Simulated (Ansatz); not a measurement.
# A convergence test on MgH2 (P4_2/mnm): k mesh of the density

Aim: see how gap, energy and time of MgH2 (P4_2/mnm) follow the k mesh of the density.

Program: Ansatz 0.2.0. Level of theory: DFT, PBE, plane waves, PAW. Results are calculated unless marked as measured.

## Step 1: Set-up

It takes space group P4_2/mnm (No. 136, tetragonal). The conventional cell has a = 4.517 Å, b = 4.517 Å, c = 3.021 Å, α = 90.00°, β = 90.00°, γ = 90.00°. Mg has 6 H at 1.95 Å nearest. H has 3 Mg at 1.95 Å nearest. Farther neighbours are not listed.

As a file:

```cif
data_structure
_symmetry_space_group_name_H-M 'P 1'
_symmetry_Int_Tables_number 1
_cell_length_a 4.5168
_cell_length_b 4.5168
_cell_length_c 3.0205
_cell_angle_alpha 90.000
_cell_angle_beta 90.000
_cell_angle_gamma 90.000
_cell_volume 61.62
loop_
_atom_site_label
_atom_site_type_symbol
_atom_site_fract_x
_atom_site_fract_y
_atom_site_fract_z
_atom_site_occupancy
Mg1 Mg 0.00000 0.00000 0.00000 1
Mg2 Mg 0.50000 0.50000 0.50000 1
H3 H 0.30600 0.30600 0.00000 1
H4 H 0.19400 0.80600 0.50000 1
H5 H 0.69400 0.69400 0.00000 1
H6 H 0.80600 0.19400 0.50000 1
```

The cell and positions come from the Crystallography Open Database and are kept as given unless a step says otherwise. The default PAW set here is soft_2. Its files were made with PBE.

## Step 2: k mesh of the density: 2×2×2

Contents of input.yaml:

```yaml
crystal:
  lattice:
    - [4.5168, 0.0, 0.0]
    - [0.0, 4.5168, 0.0]
    - [0.0, 0.0, 3.0205]
  atoms:
    - { symbol: Mg, position: [0.0, 0.0, 0.0] }
    - { symbol: Mg, position: [0.5, 0.5, 0.5] }
    - { symbol: H, position: [0.306, 0.306, 0.0] }
    - { symbol: H, position: [0.194, 0.806, 0.5] }
    - { symbol: H, position: [0.694, 0.694, 0.0] }
    - { symbol: H, position: [0.806, 0.194, 0.5] }
kpoints:
  mp_grid: { grid: [2, 2, 2] }
  band_path:
    path:
      - [0.0, 0.0, 0.0]
      - [0.0, 0.5, 0.0]
      - [0.5, 0.5, 0.0]
      - [0.0, 0.0, 0.5]
      - [0.0, 0.5, 0.5]
      - [0.5, 0.5, 0.5]
      - [0.1666666667, 0.1666666667, 0.125]
      - [0.4, 0.4, 0.5]
      - [0.35, 0.35, 0.5]
    npoints: 1
hamiltonian:
  xc: pbe
scf:
  occupations: { method: fixed }
  n_extra_bands: 6
output:
  eigenvalues: true
  forces: true
  stress: true
```

Command:

```
> ansatz run input.yaml --threads 3 --pin off --max-ram 92160MiB --backend cuda --events-out ev --progress --plain --runs-dir out --devices 1 --max-vram 13GiB  # rebuilt from the run's record
```

Numbers of over 12 decimals in the logs are rounded to 6 here.

What it wrote:

```text
scf.n_extra_bands = 6 over 12 filled bands (N_el = 24.0): the run solves 18 bands
GPUs: using 1 of 1 available (devices: 1).
Engine: ansatz 0.2.0, x86_64-unknown-linux-gnu
Pseudopotentials: kind: paw
Pseudopotential: Mg, paw, valence charge 10, recommended cutoff 420 eV (normal), Mg.paw.azcp
Pseudopotential: H, paw, valence charge 1, recommended cutoff 420 eV (normal), H.paw.azcp
Functional definition: PBE
  parameter kappa = 0.804
  parameter beta = 0.066725
  exchange = pbe_x(kappa = kappa, mu = beta*pi^2/3)
  correlation = pbe_c(beta = beta)
device memory: the entry about to start is reckoned to put 1.5 GiB on a device that reports 56.8 GiB free (of which the cap on the GPU budget leaves the run 13.0 GiB)
GPU FFT provider: cuFFT
GPU libraries: cuBLAS 13.8.2, cuFFT 12.4.0, cuSOLVER 12.3.4
Crystal: 6 atoms, lattice volume = 61.623 Å³
Basis set: ecut = 420 eV, 1195 PW (Γ), exchange–correlation on 64×64×48 points (8 copies of the dense FFT grid, shifted against one another)
Bands: 18, of which v1, the nominal top of the filled ones, is band 12 counted from 1 (11 counted from 0)
Symmetry: 16 space group operations
Space group: P42/mnm (ITA 136), of the structure as read, at distance tolerance 3.9e-5 Å
k-points: 6 of 8
Non-local potential: Mg, projectors of the file, l = 0: 3, l = 1: 2, l = 2: 1
Non-local potential: H, projectors of the file, l = 0: 2, l = 1: 1
PAW form: soft (Blöchl's): semilocal exchange-correlation on the pseudo side does not see the compensation charge
PAW one-centre angular grid: Mg, 110 points (default); XC on 64 Gauss nodes
PAW one-centre angular grid: H, 110 points (default); XC on 64 Gauss nodes
Initial density: superposition of atomic densities (neutral atoms: chi_scale 0, normalization atom), corrected by the library's trained network
Initial wavefunctions: pseudopotential atomic-orbital guess
GPU buffer pool allocated for 24576 grid points (all kernels)
GPU transforms: local potential and band sums: pruned to the plane-wave sphere, on 32×32×24
Functional: x = pbe(κ = 0.804, μ = 0.219515), c = pbe(β = 0.066725)
SCF iter   1: F=—  HF=-3911.984735 eV  |F-HF|=—  |Δ(HF+E_count)|=         —  Δρ=1.13e-3  dr2=7.84e-4  ethr=1.77e-3  ⟨swp⟩=4.5  Hψ=467  notcnv=0  defer=19
preconditioner: auto → none  [insulator: Δε(μ)=3.924 eV  Ē_g=10.272 eV  n_scr=10 (ndim 8)  ℏωp=13.4 eV  f_vac=0.000  ε∞_Penn≈2.7]
SCF iter   2: F=—  HF=-3911.984624 eV  |F-HF|=—  |Δ(HF+E_count)|=   1.11e-4  Δρ=4.88e-4  dr2=1.58e-4  ethr=3.27e-6  ⟨swp⟩=2.0  Hψ=208  notcnv=0  defer=24
SCF iter   3: F=—  HF=-3911.984759 eV  |F-HF|=—  |Δ(HF+E_count)|=   1.35e-4  Δρ=1.28e-4  dr2=5.21e-6  ethr=6.58e-7  ⟨swp⟩=2.0  Hψ=132  notcnv=0  defer=24
SCF iter   4: F=—  HF=-3911.984818 eV  |F-HF|=—  |Δ(HF+E_count)|=   5.91e-5  Δρ=3.63e-5  dr2=4.80e-7  ethr=2.17e-8  ⟨swp⟩=2.0  Hψ=158  notcnv=0  defer=12
iter 5 did not close the SCF: its close was put off for the readings that it lacked (scf_convergence_deferred on its scf_iter line)
SCF iter   5: F=-3911.984818 eV  HF=-3911.984818 eV  |F-HF|=5.71e-9  |Δ(HF+E_count)|=   3.52e-7  Δρ=3.10e-6  dr2=2.96e-9  ethr=2.00e-9  ⟨swp⟩=2.0  Hψ=168  notcnv=0  defer=12
SCF iter   6: F=-3911.984818 eV  HF=-3911.984818 eV  |F-HF|=1.36e-12  |Δ(HF+E_count)|=   7.11e-9  Δρ=8.75e-7  dr2=2.21e-10  ethr=1.23e-11  ⟨swp⟩=6.0  Hψ=447  notcnv=0
SCF 1 converged in 6 iterations: F = -3911.984818 eV  dr2 = 2.21e-10
[...]
device memory: the entry about to start is reckoned to put 0.4 GiB on a device that reports 57.6 GiB free (of which the cap on the GPU budget leaves the run 13.0 GiB)
NSCF: frozen V_eff on 9 k-points, pencils in batches of 32, up to order 80
SCF converged after 6 iterations
Free energy (F): -3911.984818 eV
Harris-Foulkes:  -3911.984818 eV  (|F-HF|=1.36e-12)
Internal energy: -3911.984818 eV  (E = F + TS)
E sigma→0 (E₀):  -3911.984818 eV
Fermi energy:    1.742009 eV
--- Per-component energies (eV) ---
  E_band       = -752.483335
  E_kinetic    = 208.316318
  E_local      = -3454.939725  (includes V_loc(G=0)·N_el)
  E_nonlocal   = 196.033151
  E_hartree    = 1239.582228
  E_xc         = -95.130005
  E_vxc        = -122.767548  (∫ρ·V_xc dr)
  E_paw        = -586.706432  (= ΣΔE_a)
  E_vpaw       = -58.285191  (= ΣTr[D̂ρ^β])
  E_aug_tail   = -0.005311  (compensation charges beyond the density's cutoff)
  E_ewald      = -1419.135044
  E_smearing   = -0.000000  (= −TS)
  E_closure    = 0.000000  (closes the sum)
  Σ components = -3911.984818   (vs F -3911.984818, Δ=0.00e0)
--- Forces (eV/Å), atoms counted from 1 ---
  atom   1  Mg    -0.00000000     0.00000000     0.00000000
  atom   2  Mg    -0.00000000    -0.00000000     0.00000000
  atom   3  H     -0.05159653    -0.05159653     0.00000000
  atom   4  H      0.05159653    -0.05159653     0.00000000
  atom   5  H      0.05159653     0.05159653     0.00000000
  atom   6  H     -0.05159653     0.05159653     0.00000000
  max |Σ_I F_I| component: 6.94e-18 eV/Å
--- Stress (GPa, compression-positive) ---
       -1.458204       0.000000       0.000000
        0.000000      -1.458204       0.000000
        0.000000       0.000000       4.461191
  P = ⅓ Tr σ = 0.5149 GPa (5.149 kbar)
--- Band table (eV; the first three rows and the last of 6) ---
  k-point 0: bands = [... 8 lower, -4.6012, 0.3900, 0.3900, 1.3235, 6.5511, 6.8971, 10.9246, 10.9246, ... 2 higher]
  k-point 1: bands = [... 8 lower, -1.1969, -1.1969, 1.7420, 1.7420, 8.0575, 8.0575, 8.6130, 8.6130, ... 2 higher]
  k-point 2: bands = [... 8 lower, -2.9898, -2.9898, 1.3164, 1.3164, 7.1342, 7.1342, 11.8755, 11.8755, ... 2 higher]
  k-point 5: bands = [... 8 lower, -0.0794, -0.0794, 0.8876, 0.8876, 5.6631, 5.6631, 5.9937, 5.9937, ... 2 higher]
```

The job ended after 4.9 s (1 × NVIDIA H100 80GB HBM3 (shared by 6 runs) with 3 threads of AMD EPYC 7R13 (Zen 3), shared host; peak memory 0.89 GiB).

Reading the cycles: dr2 is the Hartree energy of the density residual (eV), the measure of convergence; HF is the Harris–Foulkes estimate of the energy, which meets the free energy F at convergence.

Numbers from this step:

* pressure: 0.5149 GPa
* gap: 3.713 eV
* valence top at: k = (0.167, 0.167, 0.125)
* conduction bottom at: k = (0.400, 0.400, 0.500)
* least direct gap: 4.515 eV

The gap is indirect, with the least direct gap 0.80 eV higher.

## Step 3: k mesh of the density: 4×4×4

input.yaml, as its differences from that of step 2:

```diff
@@ -13,3 +13,3 @@
 kpoints:
-  mp_grid: { grid: [2, 2, 2] }
+  mp_grid: { grid: [4, 4, 4] }
   band_path:
@@ -35 +35,5 @@
   stress: true
+  write_density: true
+  write_potential: true
+  elf: true
+  volumetric_format: npy
```

What it wrote:

```text
[...]
GPUs: using 1 of 1 available (devices: 1).
[...]
GPU FFT provider: cuFFT
GPU libraries: cuBLAS 13.8.2, cuFFT 12.4.0, cuSOLVER 12.3.4
Crystal: 6 atoms, lattice volume = 61.623 Å³
Basis set: ecut = 420 eV, 1195 PW (Γ), exchange–correlation on 64×64×48 points (8 copies of the dense FFT grid, shifted against one another)
[...]
k-point 0: bands = [... 8 lower, -4.6183, 0.3702, 0.3702, 1.3017, 6.5360, 6.8852, 10.9144, 10.9144, ... 2 higher]
  k-point 1: bands = [... 8 lower, -3.6971, 0.9417, 0.9417, 1.0859, 6.9311, 7.5613, 9.3800, 10.7558, ... 2 higher]
  k-point 2: bands = [... 8 lower, -1.2152, -1.2152, 1.7217, 1.7217, 8.0420, 8.0420, 8.5943, 8.5943, ... 2 higher]
  k-point 17: bands = [... 8 lower, -0.0988, -0.0988, 0.8683, 0.8683, 5.6489, 5.6489, 5.9762, 5.9762, ... 2 higher]
[key lines of the parts left out:]
SCF converged after 6 iterations
Free energy (F): -3912.184563 eV
Fermi energy:    1.741244 eV
P = ⅓ Tr σ = -0.1052 GPa (-1.052 kbar)
```

Run time: 5.8 s. Hardware: 1 × NVIDIA H100 80GB HBM3 (shared by 6 runs) with 3 threads; peak memory 0.89 GiB; 4.1 s of CPU time.

This step gave:

| Quantity | Value |
| --- | --- |
| pressure | -0.1052 GPa |
| gap | 3.720 eV |
| valence top at | k = (0.167, 0.167, 0.125) |
| conduction bottom at | k = (0.400, 0.400, 0.500) |
| least direct gap | 4.519 eV |

The gap is 3.720 eV, +0.007 eV from the run before at this level.

## Step 4: k mesh of the density: 6×6×8 (the default)

input.yaml, the sections that differ from step 3:

```yaml
kpoints:
  mp_grid: { grid: [6, 6, 8] }
  band_path:
    path:
      - [[0.0, 0.0, 0.0], [0.0, 0.5, 0.0], [0.5, 0.5, 0.0], [0.0, 0.0, 0.0], [0.0, 0.0, 0.5], [0.0, 0.5, 0.5], [0.5, 0.5, 0.5], [0.0, 0.0, 0.5]]
      - [[0.0, 0.5, 0.0], [0.0, 0.5, 0.5]]
      - [[0.5, 0.5, 0.0], [0.5, 0.5, 0.5]]
    npoints: 10
scf:
  occupations: { method: fermi_dirac, width: 0.02 }
  n_extra_bands: 6
# crystal, hamiltonian, output: as in step 3
```

What it wrote:

```text
[...]
GPUs: using 1 of 1 available (devices: 1).
[...]
GPU FFT provider: cuFFT
GPU libraries: cuBLAS 13.8.2, cuFFT 12.4.0, cuSOLVER 12.3.4
Crystal: 6 atoms, lattice volume = 61.623 Å³
Basis set: ecut = 420 eV, 1195 PW (Γ), exchange–correlation on 64×64×48 points (8 copies of the dense FFT grid, shifted against one another)
[...]
k-point 0: bands = [... 8 lower, -4.6186, 0.3699, 0.3699, 1.3012, 6.5357, 6.8848, 10.9141, 10.9141, ... 2 higher]
  k-point 1: bands = [... 8 lower, -4.3850, 0.5232, 0.5232, 1.3052, 6.7920, 6.9673, 10.6168, 11.0431, ... 2 higher]
  k-point 2: bands = [... 8 lower, -3.6975, 0.9414, 0.9414, 1.0854, 6.9308, 7.5610, 9.3798, 10.7555, ... 2 higher]
  k-point 49: bands = [... 8 lower, -0.0993, -0.0993, 0.8679, 0.8679, 5.6487, 5.6487, 5.9761, 5.9761, ... 2 higher]
[key lines of the parts left out:]
SCF converged after 6 iterations
Free energy (F): -3912.184559 eV
Fermi energy:    3.687045 eV
P = ⅓ Tr σ = -0.1130 GPa (-1.130 kbar)
```

It took 4.6 s on 1 × NVIDIA H100 80GB HBM3 (shared by 6 runs) with 3 threads; peak memory 0.92 GiB; 6.6 s of CPU time.

Numbers from this step:

* pressure: -0.1130 GPa
* gap: 3.720 eV
* valence top at: k = (0.167, 0.167, 0.125)
* conduction bottom at: k = (0.400, 0.400, 0.500)
* least direct gap: 4.519 eV

The gap is 3.720 eV, as in the run before at this level.

## Step 5: k mesh of the density: 8×8×12

input.yaml, the sections that differ from step 4:

```yaml
kpoints:
  mp_grid: { grid: [8, 8, 12] }
  band_path:
    path:
      - [0.0, 0.0, 0.0]
      - [0.0, 0.5, 0.0]
      - [0.5, 0.5, 0.0]
      - [0.0, 0.0, 0.5]
      - [0.0, 0.5, 0.5]
      - [0.5, 0.5, 0.5]
      - [0.1666666667, 0.1666666667, 0.125]
      - [0.4, 0.4, 0.5]
      - [0.35, 0.35, 0.5]
    npoints: 1
scf:
  occupations: { method: fixed }
  n_extra_bands: 6
output:
  eigenvalues: true
  forces: true
  stress: true
# crystal, hamiltonian: as in step 4
```

What it wrote:

```text
[...]
GPUs: using 1 of 1 available (devices: 1).
[...]
GPU FFT provider: cuFFT
GPU libraries: cuBLAS 13.8.2, cuFFT 12.4.0, cuSOLVER 12.3.4
Crystal: 6 atoms, lattice volume = 61.623 Å³
Basis set: ecut = 420 eV, 1195 PW (Γ), exchange–correlation on 64×64×48 points (8 copies of the dense FFT grid, shifted against one another)
[...]
k-point 0: bands = [... 8 lower, -4.6186, 0.3699, 0.3699, 1.3012, 6.5356, 6.8848, 10.9141, 10.9141, ... 2 higher]
  k-point 1: bands = [... 8 lower, -4.5146, 0.4388, 0.4388, 1.3077, 6.6496, 6.9278, 10.9774, 10.9774, ... 2 higher]
  k-point 2: bands = [... 8 lower, -4.2048, 0.6380, 0.6380, 1.2813, 6.9914, 6.9938, 9.9754, 11.0955, ... 2 higher]
  k-point 104: bands = [... 8 lower, -0.0993, -0.0993, 0.8678, 0.8678, 5.6487, 5.6487, 5.9760, 5.9760, ... 2 higher]
[key lines of the parts left out:]
SCF converged after 6 iterations
Free energy (F): -3912.184561 eV
Fermi energy:    1.745473 eV
P = ⅓ Tr σ = -0.1129 GPa (-1.129 kbar)
```

Elapsed: 6.6 s, on 1 × NVIDIA H100 80GB HBM3 (shared by 6 runs) with 3 threads; peak memory 0.9 GiB; 7.8 s of CPU time.

This step gave:

* pressure: -0.1129 GPa
* gap: 3.720 eV
* valence top at: k = (0.167, 0.167, 0.125)
* conduction bottom at: k = (0.400, 0.400, 0.500)
* least direct gap: 4.519 eV

The gap is 3.720 eV, as in the run before at this level.

## Step 6: The series

Differences are against the last row; a negative gap means that bands overlap, and a run with a band path holds that path's time. Times are wall times on 1 × NVIDIA H100 80GB HBM3 (shared by 6 runs) with 3 threads of AMD EPYC 7R13 (Zen 3), shared host, good to a factor of about two.

```csv
k mesh of the density,gap (eV),direct gap (eV),gap error (eV),energy error (meV/atom),irreducible k,time
2×2×2,3.713,4.515,−0.007,+33.3,6,4.9 s
4×4×4,3.720,4.519,−0.0002,+0.0,18,5.8 s
6×6×8,3.720,4.519,+0.000,+0.0,50,4.6 s
8×8×12,3.720,4.519,+0.000,+0.0,105,6.6 s
```

## Step 7: Results

| Quantity | Value |
| --- | --- |
| 2×2×2 | 3.713 eV |
| 4×4×4 | 3.720 eV |
| 6×6×8 | 3.720 eV |
| 8×8×12 | 3.720 eV |

The gap holds to 0.02 eV from 2×2×2 on, the cheapest setting tried. At 2×2×2 the gap is off by −0.007 eV and the energy by +33 meV/atom. The gap is read over the mesh and added points near the edges, so meshes differ mainly through the density and, for a hybrid, the exchange operator.

[Paths, hosts, dates, memory and timing lines, banners, echoed tables and standing remarks are left out of the program output.]

[Logs are printed without paths, hosts, clocks, repeated set-up lines and the standing remarks that a program may print on its own settings, such as how far it seeks lower states.]

[Runs of the session that timed out or met a known fault of the program may be left out.]

[Cells called generated may have been cut or substituted from an entry of the Crystallography Open Database or the Materials Project.]

[Hosts, paths, dates, database ids (printed as entryN), source tags and the programs' standing remarks are cut or masked in the printed files.]
